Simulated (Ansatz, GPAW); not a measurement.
# Optical response of Mg3Te2 (model structure)

Aim: the dielectric function of Mg3Te2 (model structure), and the optical constants that follow from it. The structure is a model built here, which may or may not match a known phase. It was built so: All Ni replaced by Mg and Se replaced by Te in the R32 structure of Ni3Se2. The cell is first relaxed with Ansatz.

Method: DFT, revPBE, plane-wave PAW (GPAW data sets), scalar-relativistic, RPA, optical limit, in GPAW 26.7.0.

This is a report of a sequence of runs, with most program output left out.

## Step 1: Set-up

Symmetry: R32, No. 155, trigonal system. The conventional cell has a = 6.802 Å, b = 6.802 Å, c = 8.189 Å, α = 90.00°, β = 90.00°, γ = 120.00°. Te has 6 Mg at 2.66 to 2.69 Å nearest. Nearest to Mg lie 4 Te at 2.66 to 2.69 Å and 4 Mg at 2.90 to 2.95 Å. All Ni replaced by Mg and Se replaced by Te in the R32 structure of Ni3Se2. Farther neighbours and most contacts between anions are not listed.

## Step 2: Relaxation

Spectra hang on bond lengths, so the cell is first brought to its minimum.

This step: DFT, revPBE, plane-wave PAW, default files, scalar-relativistic, relaxation (Ansatz 0.2.0).

The input, input.yaml:

```yaml
crystal:
  lattice:
    - [3.4008450593, 1.9634788104, 2.72965726]
    - [-3.4008450593, 1.9634788104, 2.72965726]
    - [0.0, -3.9269576209, 2.72965726]
  atoms:
    - { symbol: Te, position: [0.75, 0.75, 0.75] }
    - { symbol: Te, position: [0.25, 0.25, 0.25] }
    - { symbol: Mg, position: [0.25, 0.75, 0.5] }
    - { symbol: Mg, position: [0.75, 0.5, 0.25] }
    - { symbol: Mg, position: [0.5, 0.25, 0.75] }
kpoints:
  mp_grid: { grid: [5, 5, 5] }
scf:
  occupations: { method: fermi_dirac, width: 0.05 }
hamiltonian:
  xc: revpbe
output:
  forces: true
  stress: true
relax:
  f_tol: 0.02
  max_steps: 50
  cell: {}
```

The run is started by

```bash
> ansatz run input.yaml --threads 1 --pin off --max-ram 4096MiB --backend cpu --events-out ev --progress --plain --runs-dir out
```

Elapsed: 89 s, on 1 thread of Arm Neoverse V2, shared host; peak memory 0.39 GiB.

Relaxation path:

```
step  energy less that of the first step (eV)  largest force component (eV/Å)  pressure (GPa)  volume (Å³)
   1                                   0.0000                          1.8077           21.88       109.36
   2                                  -1.6604                          0.3145            9.58       125.44
   3                                  -2.2679                          0.0792            3.85       140.86
   4                                  -2.4512                          0.0290            0.76       154.31
   5                                  -2.4617                          0.0225            0.02       158.24
   6                                  -2.4621                          0.0115           -0.03       158.41
   7                                  -2.4624                          0.0011            0.00       158.26
  8*                                  -2.5043                          0.0005            0.54       158.26
   9                                  -2.5181                          0.0330            0.25       161.12
  10                                  -2.5262                          0.0341           -0.10       163.56
  11                                  -2.5274                          0.0091           -0.05       163.93
  12                                  -2.5277                          0.0016            0.00       163.38
 13*                                  -2.5281                          0.0015            0.00       163.38
```

Relaxation steps marked * repeat the geometry before them on a plane-wave basis chosen anew for their cell, so energy and pressure can jump there.

Forces are held to the 6 operations that the run works with; a distortion that breaks them can't arise in this run.

```
     cell as run  before  after   change
           a (Å)   4.782  5.485  +14.7 %
           b (Å)   4.782  5.485  +14.7 %
           c (Å)   4.782  5.485  +14.7 %
           α (°)   90.65  85.24   -6.0 %
           β (°)   90.65  85.24   -6.0 %
           γ (°)   90.65  85.24   -6.0 %
volume (Å³/atom)   21.87  32.68  +49.4 %
```

The atoms that moved most (Å, as changes of fractional coordinates times the final cell):

```
atom      dx      dy      dz  length
 Te2   0.000   0.000   0.223   0.223
 Te1   0.000   0.000  -0.223   0.223
 Mg4   0.057   0.099   0.000   0.114
 Mg5   0.057  -0.099   0.000   0.114
 Mg3  -0.114   0.000   0.000   0.114
```

The relaxed structure:

```cif
data_structure
_symmetry_space_group_name_H-M 'P 1'
_symmetry_Int_Tables_number 1
_cell_length_a 5.4848
_cell_length_b 5.4848
_cell_length_c 5.4848
_cell_angle_alpha 85.240
_cell_angle_beta 85.240
_cell_angle_gamma 85.240
_cell_volume 163.38
loop_
_atom_site_label
_atom_site_type_symbol
_atom_site_fract_x
_atom_site_fract_y
_atom_site_fract_z
_atom_site_occupancy
Te1 Te 0.72830 0.72830 0.72830 1
Te2 Te 0.27170 0.27170 0.27170 1
Mg3 Mg 0.23468 0.76532 0.50000 1
Mg4 Mg 0.76532 0.50000 0.23468 1
Mg5 Mg 0.50000 0.23468 0.76532 1
```

The relaxation ends with a largest force component of 0.0015 eV/Å and a pressure of 0.00 GPa.

## Step 3: Ground state

First the ground state: is it a metal or has it a gap?

This step: DFT, revPBE, plane-wave PAW (GPAW data sets), scalar-relativistic, ground state (GPAW 26.7.0).

The input, gs.py:

```python
from ase import Atoms
from ase.dft.bandgap import bandgap
from gpaw import GPAW, PW, FermiDirac

atoms = Atoms(['Te', 'Te', 'Mg', 'Mg', 'Mg'],
              cell=[[3.713902877714, 2.144222826166, 3.419333338083],
                    [-3.713902877714, 2.144222826166, 3.419333338083],
                    [0.000000000000, -4.288445652411, 3.419333338033]],
              scaled_positions=[[0.728297599300, 0.728297599300, 0.728297599300],
                                [0.271702400700, 0.271702400700, 0.271702400700],
                                [0.234684733600, 0.765315266400, 0.500000000000],
                                [0.765315266400, 0.500000000000, 0.234684733600],
                                [0.500000000000, 0.234684733600, 0.765315266400]],
              pbc=[True, True, True])
atoms.calc = GPAW(mode=PW(450), xc='revPBE', kpts={'size': (4, 4, 4), 'gamma': True},
                  occupations=FermiDirac(0.05), maxiter=150, txt='gs.txt')
print('energy (eV)', atoms.get_potential_energy())
print('Fermi level (eV)', atoms.calc.get_fermi_level())
print('valence electrons', atoms.calc.get_number_of_electrons())
print('gap (eV)', bandgap(atoms.calc, output=None)[0])
print('direct gap (eV)', bandgap(atoms.calc, direct=True, output=None)[0])
atoms.calc.write('gs.gpw')
```

The run is started by

```bash
> OMP_NUM_THREADS=1 python gs.py
```

The job ended after 20 s (1 thread; peak memory 0.18 GiB).

This step gave:

* energy: -11.58 eV
* Fermi energy: 4.269 eV
* electrons: 42

There are states at the Fermi level within the smearing, so the occupations stay smeared and the carriers get a Drude term.

## Step 4: Bands for the response

The response needs many more empty bands than the density does.

This step: DFT, revPBE, plane-wave PAW (GPAW data sets), scalar-relativistic, bands at fixed density (GPAW 26.7.0).

The input, nscf.py:

```python
from ase.dft.bandgap import bandgap
from gpaw import GPAW, FermiDirac

calc = GPAW('gs.gpw').fixed_density(kpts={'size': (6, 6, 6), 'gamma': True}, nbands=79, convergence={'bands': 73},
                                    occupations=FermiDirac(0.05), txt='nscf.txt')
print('gap (eV)', bandgap(calc, output=None)[0])
print('direct gap (eV)', bandgap(calc, direct=True, output=None)[0])
print('top band over the Fermi level (eV)', min(calc.get_eigenvalues(kpt=k)[72] for k in range(len(calc.get_ibz_k_points()))) - calc.get_fermi_level())
calc.write('full.gpw', mode='all')
```

The run is started by

```bash
> OMP_NUM_THREADS=1 python nscf.py
```

Elapsed: 5.8 min, on 1 thread; peak memory 0.34 GiB.

## Step 5: Dielectric function, RPA

Transitions between filled and empty bands, summed over the zone, give the optical response, so mesh, band count and broadening shape it.

The induced potential is part of this response.

This step: DFT, revPBE, plane-wave PAW (GPAW data sets), scalar-relativistic, RPA, optical limit (GPAW 26.7.0).

The input, df.py:

```python
from gpaw.response.df import DielectricFunction

df = DielectricFunction('full.gpw', frequencies={'type': 'nonlinear', 'domega0': 0.03, 'omega2': 8},
                        ecut=30,
                        eta=0.05,
                        nbands=73,
                        rate=0.05,
                        txt='df.txt')
for direction in ['x', 'z']:
    df.get_dielectric_function(xc='RPA', direction=direction, filename=f'df_{direction}.csv')
```

The run is started by

```bash
> OMP_NUM_THREADS=1 python df.py
```

Run time: 30 s. Hardware: 1 thread; peak memory 0.32 GiB.

Read-outs, printed or worked out from the files:

| Property | Result |
| --- | --- |
| centre of weight of the strongest loss peak in the window | 12.37 eV |

The Im ε has structure finer than the step of the table below, so its rows give means over 0.5 eV, whole bins alone (the curve runs from 0.305 to 19.9 eV). Peaks (eV: height): E ∥ x 0.88: 12.5, 1.21: 17.5, 1.52: 8.85, 1.91: 7.51, 3.30: 8.74, 4.65: 6.90; E ∥ z 1.14: 23.1, 1.70: 8.72, 3.47: 8.39.

Sum at mesh points, not converged in k. The Im ε by photon energy; means over each step:

```
photon energy (eV)  E ∥ x  E ∥ z
               1.0   10.6   13.9
               1.5   7.10   8.76
               2.0   5.20   4.33
               2.5   2.85   2.79
               3.0   5.12   3.30
               3.5   6.66   6.56
               4.0   5.28   6.41
               4.5   6.31   5.21
               5.0   5.72   5.55
               5.5   4.30   4.29
               6.0   2.91   3.73
               6.5   2.79   2.85
               7.0   2.50   2.73
               7.5   2.28   2.07
               8.0   1.94   1.29
               8.5   1.45   1.20
               9.0   1.10  0.882
               9.5  0.846  0.706
              10.0  0.670  0.600
              10.5  0.539  0.553
              11.0  0.458  0.523
              11.5  0.423  0.481
              12.0  0.350  0.387
              12.5  0.335  0.360
              13.0  0.322  0.323
              13.5  0.284  0.306
              14.0  0.250  0.288
              14.5  0.257  0.259
              15.0  0.274  0.302
              15.5  0.251  0.270
              16.0  0.241  0.248
              16.5  0.227  0.238
              17.0  0.224  0.223
              17.5  0.220  0.224
              18.0  0.222  0.199
              18.5  0.223  0.210
              19.0  0.203  0.192
              19.5  0.206  0.216
```

Values under 1 per cm are given as 1; sum at mesh points, not converged in k. The absorption coefficient by photon energy:

```
photon energy (eV)  E ∥ x (1/cm)  E ∥ z (1/cm)
             0.492         4.7e5         4.5e5
             1.010         4.1e5         2.8e5
             1.486         4.3e5         4.4e5
             1.985         4.9e5         4.9e5
             2.508         3.0e5         3.9e5
             3.018         2.5e5         2.0e5
             3.510         6.7e5         6.8e5
             3.980         5.2e5         6.9e5
             4.516         8.0e5         8.2e5
             4.981         9.1e5         7.7e5
             5.515         1.0e6         9.7e5
             6.021         9.7e5         1.0e6
             6.494         8.7e5         1.0e6
             6.985         1.0e6         1.1e6
             7.496         1.1e6         1.1e6
             8.026         1.1e6         1.0e6
             8.516         1.1e6         9.6e5
             9.023         9.8e5         8.9e5
             9.483         1.0e6         8.5e5
            10.026         9.1e5         7.3e5
            10.519         7.6e5         6.3e5
            11.029         6.4e5         6.1e5
            11.479         5.6e5         5.3e5
            12.023         5.1e5         4.8e5
            12.504         4.7e5         4.7e5
            13.000         4.3e5         3.8e5
            13.512         3.5e5         3.3e5
            14.040         2.8e5         3.4e5
            14.493         2.8e5         2.8e5
            14.960         3.3e5         2.9e5
            15.536         2.7e5         2.6e5
            16.031         2.8e5         2.6e5
            16.541         2.6e5         2.7e5
            16.959         2.5e5         2.4e5
            17.496         2.7e5         2.6e5
            18.049         2.7e5         2.4e5
            18.504         2.6e5         2.4e5
            18.969         2.4e5         2.2e5
            19.447         2.6e5         2.6e5
```

The reflectivity at normal incidence has structure finer than the step of the table below, so its rows give means over 0.5 eV, whole bins alone (the curve runs from 0.305 to 19.9 eV). Peaks (eV: height): E ∥ x 1.35: 76.1, 2.02: 56.0, 3.34: 37.7, 5.82: 46.6, 9.55: 47.0; E ∥ z 1.38: 75.2, 1.99: 66.6, 5.22: 42.7, 7.73: 52.4, 8.96: 50.2.

Sum at mesh points, not converged in k. Table of reflectivity at normal incidence by photon energy; means over each step:

```
photon energy (eV)  E ∥ x (%)  E ∥ z (%)
               1.0       77.5       68.7
               1.5       67.2       66.1
               2.0       47.0       56.4
               2.5       27.0       27.7
               3.0       23.7       17.0
               3.5       34.0       30.3
               4.0       28.4       32.3
               4.5       33.1       33.0
               5.0       38.1       32.9
               5.5       41.1       37.0
               6.0       40.7       38.1
               6.5       32.3       37.8
               7.0       35.0       37.9
               7.5       35.7       45.4
               8.0       38.3       45.7
               8.5       40.7       37.9
               9.0       41.7       45.1
               9.5       43.9       38.5
              10.0       41.2       34.4
              10.5       38.2       29.2
              11.0       33.1       24.0
              11.5       26.9       20.2
              12.0       23.9       21.4
              12.5       16.5       14.2
              13.0       13.7       11.5
              13.5       10.6       8.65
              14.0       7.97       7.46
              14.5       5.68       5.28
              15.0       5.34       4.35
              15.5       4.41       4.69
              16.0       3.83       3.88
              16.5       3.19       3.17
              17.0       2.78       2.68
              17.5       2.47       2.51
              18.0       2.09       2.12
              18.5       2.12       1.71
              19.0       1.83       1.73
              19.5       1.64       1.39
```

The loss function −Im 1/ε at q → 0 has structure finer than the step of the table below, so its rows give means over 0.5 eV, whole bins alone (the curve runs from 0.305 to 19.9 eV). Peaks (eV: height): E ∥ x 2.55: 0.515, 11.40: 2.52, 12.26: 3.09; E ∥ z 2.66: 0.521, 11.33: 2.36, 12.02: 3.05, 12.67: 2.53.

Sum at mesh points, not converged in k. The loss function −Im 1/ε at q → 0 by energy loss; means over each step:

```
energy loss (eV)   E ∥ x   E ∥ z
             1.0  0.0308  0.0413
             1.5  0.0655  0.0613
             2.0   0.152   0.138
             2.5   0.302   0.346
             3.0   0.125   0.160
             3.5   0.153   0.133
             4.0   0.182   0.152
             4.5   0.156   0.193
             5.0   0.167   0.178
             5.5   0.197   0.214
             6.0   0.263   0.233
             6.5   0.326   0.286
             7.0   0.335   0.292
             7.5   0.352   0.285
             8.0   0.371   0.400
             8.5   0.431   0.557
             9.0   0.527   0.577
             9.5   0.623   0.906
            10.0   0.868    1.25
            10.5    1.24    1.59
            11.0    1.77    1.86
            11.5    2.25    2.07
            12.0    2.82    2.56
            12.5    2.66    2.34
            13.0    2.41    2.12
            13.5    2.03    1.70
            14.0    1.56    1.50
            14.5    1.18    1.11
            15.0    1.14   0.995
            15.5   0.958    1.02
            16.0   0.849   0.865
            16.5   0.727   0.741
            17.0   0.659   0.641
            17.5   0.607   0.619
            18.0   0.553   0.522
            18.5   0.557   0.479
            19.0   0.487   0.456
            19.5   0.462   0.437
```

The Im ε, E ∥ x has structure finer than the step of the table below, so its rows give means over 0.5 eV, whole bins alone (the curve runs from 0.305 to 19.9 eV). Peaks (eV: height): without local fields 0.88: 12.4, 1.21: 18.1, 1.52: 8.84, 1.91: 7.84, 3.30: 10.3, 4.65: 9.83; with local fields 0.88: 12.5, 1.21: 17.5, 1.52: 8.85, 1.91: 7.51, 3.30: 8.74, 4.65: 6.90.

Sum at mesh points, not converged in k. Im ε, E ∥ x against photon energy; means over each step:

```
photon energy (eV)  without local fields  with local fields
               1.0                  10.9               10.6
               1.5                  7.28               7.10
               2.0                  5.55               5.20
               2.5                  3.17               2.85
               3.0                  5.80               5.12
               3.5                  7.96               6.66
               4.0                  7.13               5.28
               4.5                  9.13               6.31
               5.0                  7.80               5.72
               5.5                  5.57               4.30
               6.0                  3.61               2.91
               6.5                  3.61               2.79
               7.0                  2.86               2.50
               7.5                  2.31               2.28
               8.0                  1.74               1.94
               8.5                  1.22               1.45
               9.0                 0.924               1.10
               9.5                 0.713              0.846
              10.0                 0.607              0.670
              10.5                 0.512              0.539
              11.0                 0.448              0.458
              11.5                 0.426              0.423
              12.0                 0.370              0.350
              12.5                 0.364              0.335
              13.0                 0.335              0.322
              13.5                 0.302              0.284
              14.0                 0.281              0.250
              14.5                 0.272              0.257
              15.0                 0.237              0.274
              15.5                 0.220              0.251
              16.0                 0.188              0.241
              16.5                 0.173              0.227
              17.0                 0.167              0.224
              17.5                 0.149              0.220
              18.0                 0.142              0.222
              18.5                 0.115              0.223
              19.0                 0.115              0.203
              19.5                 0.104              0.206
```

Optical constants at common wavelengths, from n + ik = √ε:

```
wavelength (nm)   n x    k x  R (%) x  1/α x   n z    k z  R (%) z   1/α z
           1550  0.93  5.578     89.3  22 nm  0.81  4.670     87.0   26 nm
            800  1.25  3.136     66.4  20 nm  1.31  3.147     65.6   20 nm
            633  1.42  2.438     51.9  21 nm  0.85  2.545     65.8   20 nm
            532  1.04  1.782     43.2  24 nm  1.11  1.605     36.8   26 nm
            450  1.74  0.846     15.3  42 nm  1.39  0.624      9.0   57 nm
            365  1.93  1.845     35.6  16 nm  2.45  1.432     29.8   20 nm
            193  1.00  1.252     28.2  12 nm  0.92  1.573     40.3  9.8 nm
```

A polished face would reflect 42 % of daylight and look yellow (CIE x = 0.410, y = 0.417 under D65).

## Step 6: Summary of results

| Item | Value |
| --- | --- |
| centre of weight of the strongest loss peak in the window, first axis | 12.4 eV |

What this shows: At this level (revPBE, RPA) Mg3Te2 is a metal. The mesh is too coarse to trust the carriers' weight, the reflectivity or the colour to better than tens of per cent. The cell grew by 49.4 % in volume. A polished face would reflect 42 % of daylight and look yellow (CIE x = 0.410, y = 0.417 under D65). The carriers' damping of 0.05 eV is typed, not computed; it shapes the response at the lowest energies. Spin-orbit coupling is left out although heavy atoms are present. The curves end at 20 eV, about where the summed bands run out. The cell grew by 49 % in the relaxation, which can come from the guessed start or, where layers or molecules are weakly bound, from the missing dispersion term; a larger cell lowers ε. GPAW's carrier term has the form −ωp²/(ω + i·rate)², which damps like twice the rate and fails at low energy, so the curves leave the lowest energies out. The sum runs over mesh points 0.19 Å⁻¹ apart with no interpolation, so peaks are partly noise of the mesh, and the Drude plasma energy, a sum over the Fermi surface, isn't converged.

[Machine, clock and banner lines and Python warnings are left out of the logs.]

[Logs are printed without paths, hosts, clocks, repeated set-up lines and the standing remarks that a program may print on its own settings, such as how far it seeks lower states.]

[Hosts, paths, dates, database ids (printed as entryN), source tags and the programs' standing remarks are cut or masked in the printed files.]
